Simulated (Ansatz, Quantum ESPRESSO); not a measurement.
**Si3Os (Pm-3m): zone-centre phonons**

Wanted: the vibrations of Si3Os (Pm-3m) at Γ, by two programs.

Program: Quantum ESPRESSO 7.5. Level of theory: DFT LDA, scalar-relativistic, plane waves, JTH PAW pseudopotentials. Results are calculated unless marked as measured.

The structure was built from a prototype and need not be the compound's stable phase.

## 1. The structure

Symmetry: Pm-3m, No. 221, cubic system. The conventional cell has a = 3.843 Å, b = 3.843 Å, c = 3.843 Å, α = 90.00°, β = 90.00°, γ = 90.00°. Nearest to Os lie 12 Si at 2.72 Å. Si has 4 Os at 2.72 Å and 8 Si at 2.72 Å nearest. Farther neighbours are not listed.

Coordinates:

```cif
data_structure
_symmetry_space_group_name_H-M 'Pm-3m'
_symmetry_Int_Tables_number 221
_cell_length_a 3.8426
_cell_length_b 3.8426
_cell_length_c 3.8426
_cell_angle_alpha 90.000
_cell_angle_beta 90.000
_cell_angle_gamma 90.000
_cell_volume 56.74
loop_
_atom_site_label
_atom_site_type_symbol
_atom_site_symmetry_multiplicity
_atom_site_Wyckoff_symbol
_atom_site_fract_x
_atom_site_fract_y
_atom_site_fract_z
_atom_site_occupancy
Os1 Os 1 a 0.00000 0.00000 0.00000 1
Si1 Si 3 c 0.00000 0.50000 0.50000 1
```

## 2. A probe with smearing

A cheap run with smearing and empty bands tells whether the crystal has a gap, which decides between fixed occupations and smearing later on.

The input, probe.in:

```
 &control
    calculation='scf',
    prefix='x',
    outdir='./tmp',
    pseudo_dir='./pseudo',
    tprnfor=.true.,
    tstress=.true.,
    verbosity='high',
 /
 &system
    ibrav=1,
    celldm(1)=7.26136786,
    nat=4,
    ntyp=2,
    ecutwfc=40.0,
    ecutrho=200.0,
    occupations='smearing',
    smearing='gaussian',
    degauss=0.01,
 /
 &electrons
    conv_thr=1.0d-07,
    mixing_beta=0.7,
    electron_maxstep=100,
 /
ATOMIC_SPECIES
 Os    190.2300  Os.upf
 Si     28.0850  Si.upf
ATOMIC_POSITIONS crystal
 Os     0.000000000   0.000000000   0.000000000
 Si     0.000000000   0.500000000   0.500000000
 Si     0.500000000   0.000000000   0.500000000
 Si     0.500000000   0.500000000   0.000000000
K_POINTS automatic
 6 6 6 0 0 0
```

Started as:

```
$ OMP_NUM_THREADS=1 mpirun -n 4 pw.x -nk 4 -in probe.in > probe.out
```

Log:

```text
[banners, grids, parts of the stress and lines that vanish by symmetry left out]
Program PWSCF v.7.5
     file Os.upf: wavefunction(s)  6S 0S 0P 0P 5D 0D renormalized
     file Si.upf: wavefunction(s)  0S 0P renormalized
[...]
kinetic-energy cutoff     =      40.0000  Ry
     charge density cutoff     =     200.0000  Ry
     scf convergence threshold =      1.0E-07
[...]
Exchange-correlation= SLA PW NOGX NOGC
                           (   1   4   0   0   0   0   0)
[...]
48 Sym. Ops., with inversion, found
[...]
(     0          1          0      )
                  (     0          0          1      )
[...]
(  0.0000000  1.0000000  0.0000000 )
                  (  0.0000000  0.0000000  1.0000000 )
[...]
(     0         -1          0      )
                  (     0          0          1      )
[...]
(     1          0          0      )
[...]
( -1.0000000  0.0000000  0.0000000 )
                  (  0.0000000  1.0000000  0.0000000 )
[...]
number of k points=    20  Gaussian smearing, width (Ry)=  0.0100
[...]
End of self-consistent calculation
[...]
the Fermi energy is    12.7426 ev
!    total energy              =    -811.98526121 Ry
[...]
convergence has been achieved in   8 iterations
[...]
atom    1 type  1   force =     0.00000000    0.00000000    0.00000000
     atom    2 type  2   force =     0.00000000    0.00000000    0.00000000
     atom    3 type  2   force =     0.00000000    0.00000000    0.00000000
     atom    4 type  2   force =     0.00000000    0.00000000    0.00000000
[...]
Total force =     0.000000     Total SCF correction =     0.000000
[...]
total   stress  (Ry/bohr**3)                   (kbar)     P=     -129.33
[...]
XML data file, charge density, pseudopotentials, collected wavefunctions

   JOB DONE.
```

Run time: 3.7 s. Hardware: 4 MPI ranks of Intel Xeon 6975P-C (Granite Rapids), shared host; 13 s of CPU time.

Numbers from this step:

* volume per atom: 14.18 Å³
* pressure: -12.93 GPa
* gap on the k-mesh: 0 eV

No gap opens on this mesh, so smearing is kept; the start stands at -13 GPa.

## 3. Relaxing the cell and atoms

The relaxation runs at a cutoff a fifth above that of the response, since stress converges more slowly with the basis than frequencies do. Forces and stress are brought to rest with tight thresholds.

The input, relax.in:

```
 &control
    calculation='vc-relax',
    prefix='x',
    outdir='./tmp',
    pseudo_dir='./pseudo',
    tprnfor=.true.,
    tstress=.true.,
    forc_conv_thr=2.0d-05,
    etot_conv_thr=1.0d-07,
    nstep=40,
 /
 &system
    ibrav=1,
    celldm(1)=7.26136786,
    nat=4,
    ntyp=2,
    ecutwfc=48,
    ecutrho=240.0,
    occupations='smearing',
    smearing='mv',
    degauss=0.02,
 /
 &electrons
    conv_thr=1.0d-11,
    mixing_beta=0.7,
    electron_maxstep=100,
 /
 &ions
 /
 &cell
    press_conv_thr=0.2,
 /
ATOMIC_SPECIES
 Os    190.2300  Os.upf
 Si     28.0850  Si.upf
ATOMIC_POSITIONS crystal
 Os     0.000000000   0.000000000   0.000000000
 Si     0.000000000   0.500000000   0.500000000
 Si     0.500000000   0.000000000   0.500000000
 Si     0.500000000   0.500000000   0.000000000
K_POINTS automatic
 10 10 10 0 0 0
```

Started as:

```
$ OMP_NUM_THREADS=1 mpirun -n 4 pw.x -nk 4 -in relax.in > relax.out
```

Log:

```text
[banners, grids, parts of the stress and lines that vanish by symmetry left out]
[banner, memory and clock lines left out]
Program PWSCF v.7.5

[...]
kinetic-energy cutoff     =      48.0000  Ry
     charge density cutoff     =     240.0000  Ry
     scf convergence threshold =      1.0E-11
[...]
energy convergence thresh.=      1.0E-07
     force convergence thresh. =      2.0E-05
     press convergence thresh. =      2.0E-01
     Exchange-correlation= SLA PW NOGX NOGC
                           (   1   4   0   0   0   0   0)
[...]
48 Sym. Ops., with inversion, found
[...]
number of k points=    56  Marzari-Vanderbilt smearing, width (Ry)=  0.0200
[...]
c_bands:  1 eigenvalues not converged
[...]
End of self-consistent calculation
[...]
the Fermi energy is    12.7626 ev
!    total energy              =    -811.98327641 Ry
[...]
convergence has been achieved in  12 iterations
[...]
atom    1 type  1   force =     0.00000000    0.00000000    0.00000000
     atom    2 type  2   force =     0.00000000    0.00000000    0.00000000
     atom    3 type  2   force =     0.00000000    0.00000000    0.00000000
     atom    4 type  2   force =     0.00000000    0.00000000    0.00000000
     Total force =     0.000000     Total SCF correction =     0.000000
[...]
total   stress  (Ry/bohr**3)                   (kbar)     P=     -126.00
[...]
number of bfgs steps    =   0
[...]
CELL_PARAMETERS (alat=  7.26136786)
[...]
ATOMIC_POSITIONS (crystal)
Os               0.0000000000        0.0000000000        0.0000000000
Si               0.0000000000        0.5000000000        0.5000000000
Si               0.5000000000        0.0000000000        0.5000000000
Si               0.5000000000        0.5000000000        0.0000000000
[...]
New effective cutoffs (rho, wfc):  250.19   50.12
[...]
End of self-consistent calculation
[...]
the Fermi energy is    13.9114 ev
!    total energy              =    -811.99708245 Ry
[...]
convergence has been achieved in  11 iterations
[...]
atom    1 type  1   force =     0.00000000    0.00000000    0.00000000
     atom    2 type  2   force =     0.00000000    0.00000000    0.00000000
     atom    3 type  2   force =     0.00000000    0.00000000    0.00000000
     atom    4 type  2   force =     0.00000000    0.00000000    0.00000000
     Total force =     0.000000     Total SCF correction =     0.000000
[...]
total   stress  (Ry/bohr**3)                   (kbar)     P=      -37.27
[...]
number of bfgs steps    =   1
[...]
CELL_PARAMETERS (alat=  7.26136786)
[...]
ATOMIC_POSITIONS (crystal)
[...]
New effective cutoffs (rho, wfc):  254.58   50.99
[...]
End of self-consistent calculation
[...]
the Fermi energy is    14.3913 ev
!    total energy              =    -811.99807202 Ry
[...]
convergence has been achieved in  11 iterations
[...]
atom    1 type  1   force =     0.00000000    0.00000000    0.00000000
     atom    2 type  2   force =     0.00000000    0.00000000    0.00000000
     atom    3 type  2   force =     0.00000000    0.00000000    0.00000000
     atom    4 type  2   force =     0.00000000    0.00000000    0.00000000
     Total force =     0.000000     Total SCF correction =     0.000000
[...]
total   stress  (Ry/bohr**3)                   (kbar)     P=        6.86
[...]
number of bfgs steps    =   2
[...]
CELL_PARAMETERS (alat=  7.26136786)
[...]
ATOMIC_POSITIONS (crystal)
[...]
New effective cutoffs (rho, wfc):  253.90   50.86
[...]
End of self-consistent calculation
[...]
the Fermi energy is    14.3168 ev
!    total energy              =    -811.99810318 Ry
[...]
convergence has been achieved in  10 iterations
[...]
atom    1 type  1   force =     0.00000000    0.00000000    0.00000000
     atom    2 type  2   force =     0.00000000    0.00000000    0.00000000
     atom    3 type  2   force =     0.00000000    0.00000000    0.00000000
     atom    4 type  2   force =     0.00000000    0.00000000    0.00000000
     Total force =     0.000000     Total SCF correction =     0.000000
[...]
total   stress  (Ry/bohr**3)                   (kbar)     P=       -0.30
[...]
number of bfgs steps    =   3
[...]
CELL_PARAMETERS (alat=  7.26136786)
[...]
ATOMIC_POSITIONS (crystal)
[...]
New effective cutoffs (rho, wfc):  253.93   50.86
[...]
End of self-consistent calculation
[...]
the Fermi energy is    14.3199 ev
!    total energy              =    -811.99810324 Ry
[...]
convergence has been achieved in   8 iterations
[...]
atom    1 type  1   force =     0.00000000    0.00000000    0.00000000
     atom    2 type  2   force =     0.00000000    0.00000000    0.00000000
     atom    3 type  2   force =     0.00000000    0.00000000    0.00000000
     atom    4 type  2   force =     0.00000000    0.00000000    0.00000000
     Total force =     0.000000     Total SCF correction =     0.000000
[...]
total   stress  (Ry/bohr**3)                   (kbar)     P=       -0.00
[...]
bfgs converged in   5 scf cycles and   4 bfgs steps
[...]
End of BFGS Geometry Optimization
     Final enthalpy           =    -811.9981032423 Ry
     File ./tmp/x.bfgs deleted, as requested
[...]
CELL_PARAMETERS (alat=  7.26136786)
[...]
ATOMIC_POSITIONS (crystal)
[...]
Si               0.5000000000        0.0000000000        0.5000000000
Si               0.5000000000        0.5000000000        0.0000000000
[...]
Final scf calculation at the relaxed structure.
[...]
kinetic-energy cutoff     =      48.0000  Ry
     charge density cutoff     =     240.0000  Ry
     scf convergence threshold =      1.0E-13
[...]
press convergence thresh. =      2.0E-01
     Exchange-correlation= SLA PW NOGX NOGC
                           (   1   4   0   0   0   0   0)
[...]
48 Sym. Ops., with inversion, found
[...]
number of k points=    56  Marzari-Vanderbilt smearing, width (Ry)=  0.0200
[...]
c_bands:  3 eigenvalues not converged
     c_bands:  2 eigenvalues not converged
     c_bands:  1 eigenvalues not converged
[...]
c_bands:  4 eigenvalues not converged
     c_bands:  1 eigenvalues not converged
[...]
End of self-consistent calculation
[...]
the Fermi energy is    14.3199 ev
!    total energy              =    -811.99810046 Ry
[...]
convergence has been achieved in  13 iterations
[...]
atom    1 type  1   force =     0.00000000    0.00000000    0.00000000
     atom    2 type  2   force =     0.00000000    0.00000000    0.00000000
     atom    3 type  2   force =     0.00000000    0.00000000    0.00000000
     atom    4 type  2   force =     0.00000000    0.00000000    0.00000000
     Total force =     0.000000     Total SCF correction =     0.000000
[...]
total   stress  (Ry/bohr**3)                   (kbar)     P=        0.01
[...]
XML data file, charge density, pseudopotentials, collected wavefunctions
```

Run time: 35 s. Hardware: 4 MPI ranks.

Step by step:

| step | energy less that of the first step (eV) | largest force (eV/Å) | pressure (GPa) | volume (Å³) |
| --- | --- | --- | --- | --- |
| 1 | 0.0000 | 0.0000 | -12.60 | 56.74 |
| 2 | -0.1878 | 0.0000 | -3.73 | 53.17 |
| 3 | -0.2013 | 0.0000 | 0.69 | 51.80 |
| 4 | -0.2017 | 0.0000 | -0.03 | 52.01 |
| 5 | -0.2017 | 0.0000 | 0.00 | 52.00 |
| 6 | -0.2017 | 0.0000 | 0.00 | 52.00 |

| conventional cell, symmetrised | before | after | change |
| --- | --- | --- | --- |
| a (Å) | 3.843 | 3.733 | -2.9 % |
| b (Å) | 3.843 | 3.733 | -2.9 % |
| c (Å) | 3.843 | 3.733 | -2.9 % |
| volume (Å³/atom) | 14.18 | 13.00 | -8.3 % |

The relaxed structure:

```
Os Si
1.0
     3.73252    0.00000    0.00000
     0.00000    3.73252    0.00000
     0.00000    0.00000    3.73252
Os Si
1 3
Direct
  0.00000 0.00000 0.00000
  0.00000 0.50000 0.50000
  0.50000 0.00000 0.50000
  0.50000 0.50000 0.00000
```

The last row of the table of steps is pw.x's closing run on a basis chosen anew for the final cell, so its energy can jump.

Read from the output:

| Quantity | Value |
| --- | --- |
| volume per atom | 13.00 Å³ |
| pressure | 0.001 GPa |

The volume changes by -8.3 % from the cell with which this run began.

## 4. Self-consistent run for the response

The response is built on this ground state, so it is converged far tighter than an energy would need. Smearing stays on, as the first look found no gap above 0.3 eV.

The input, scf.in:

```
 &control
    calculation='scf',
    prefix='x',
    outdir='./tmp',
    pseudo_dir='./pseudo',
    tprnfor=.true.,
    tstress=.true.,
 /
 &system
    ibrav=1,
    celldm(1)=7.05344256,
    nat=4,
    ntyp=2,
    ecutwfc=40.0,
    ecutrho=200.0,
    occupations='smearing',
    smearing='mv',
    degauss=0.02,
 /
 &electrons
    conv_thr=1.0d-12,
    mixing_beta=0.7,
    electron_maxstep=100,
 /
ATOMIC_SPECIES
 Os    190.2300  Os.upf
 Si     28.0850  Si.upf
ATOMIC_POSITIONS crystal
 Os     0.000000000   0.000000000   0.000000000
 Si     0.000000000   0.500000000   0.500000000
 Si     0.500000000   0.000000000   0.500000000
 Si     0.500000000   0.500000000   0.000000000
K_POINTS automatic
 10 10 10 0 0 0
```

Started as:

```
$ OMP_NUM_THREADS=1 mpirun -n 4 pw.x -nk 4 -in scf.in > scf.out
```

Log:

```text
[banners, grids, parts of the stress and lines that vanish by symmetry left out]
[banner, memory and clock lines left out]
Program PWSCF v.7.5

[...]
kinetic-energy cutoff     =      40.0000  Ry
     charge density cutoff     =     200.0000  Ry
     scf convergence threshold =      1.0E-12
[...]
Exchange-correlation= SLA PW NOGX NOGC
                           (   1   4   0   0   0   0   0)
[...]
48 Sym. Ops., with inversion, found
[...]
number of k points=    56  Marzari-Vanderbilt smearing, width (Ry)=  0.0200
[...]
End of self-consistent calculation
[...]
the Fermi energy is    14.3200 ev
!    total energy              =    -811.99801160 Ry
[...]
convergence has been achieved in  16 iterations
[...]
atom    1 type  1   force =     0.00000000    0.00000000    0.00000000
     atom    2 type  2   force =     0.00000000    0.00000000    0.00000000
     atom    3 type  2   force =     0.00000000    0.00000000    0.00000000
     atom    4 type  2   force =     0.00000000    0.00000000    0.00000000
     Total force =     0.000000     Total SCF correction =     0.000000
[...]
total   stress  (Ry/bohr**3)                   (kbar)     P=       -0.26
[...]
XML data file, charge density, pseudopotentials, collected wavefunctions
```

Wall time 7.2 s (4 MPI ranks); 28 s of CPU time.

This step gave:

| Property | Result |
| --- | --- |
| pressure | -0.02600 GPa |

The cell stands at -0.026 GPa, close enough for phonons.

[end of part 1 of 3]

[Host names and launcher messages were left out of these logs when they were recorded.]

[Logs are printed without paths, hosts, clocks, repeated set-up lines and the standing remarks that a program may print on its own settings, such as how far it seeks lower states.]

[Hosts, paths, dates, database ids (printed as entryN), source tags and the programs' standing remarks are cut or masked in the printed files.]
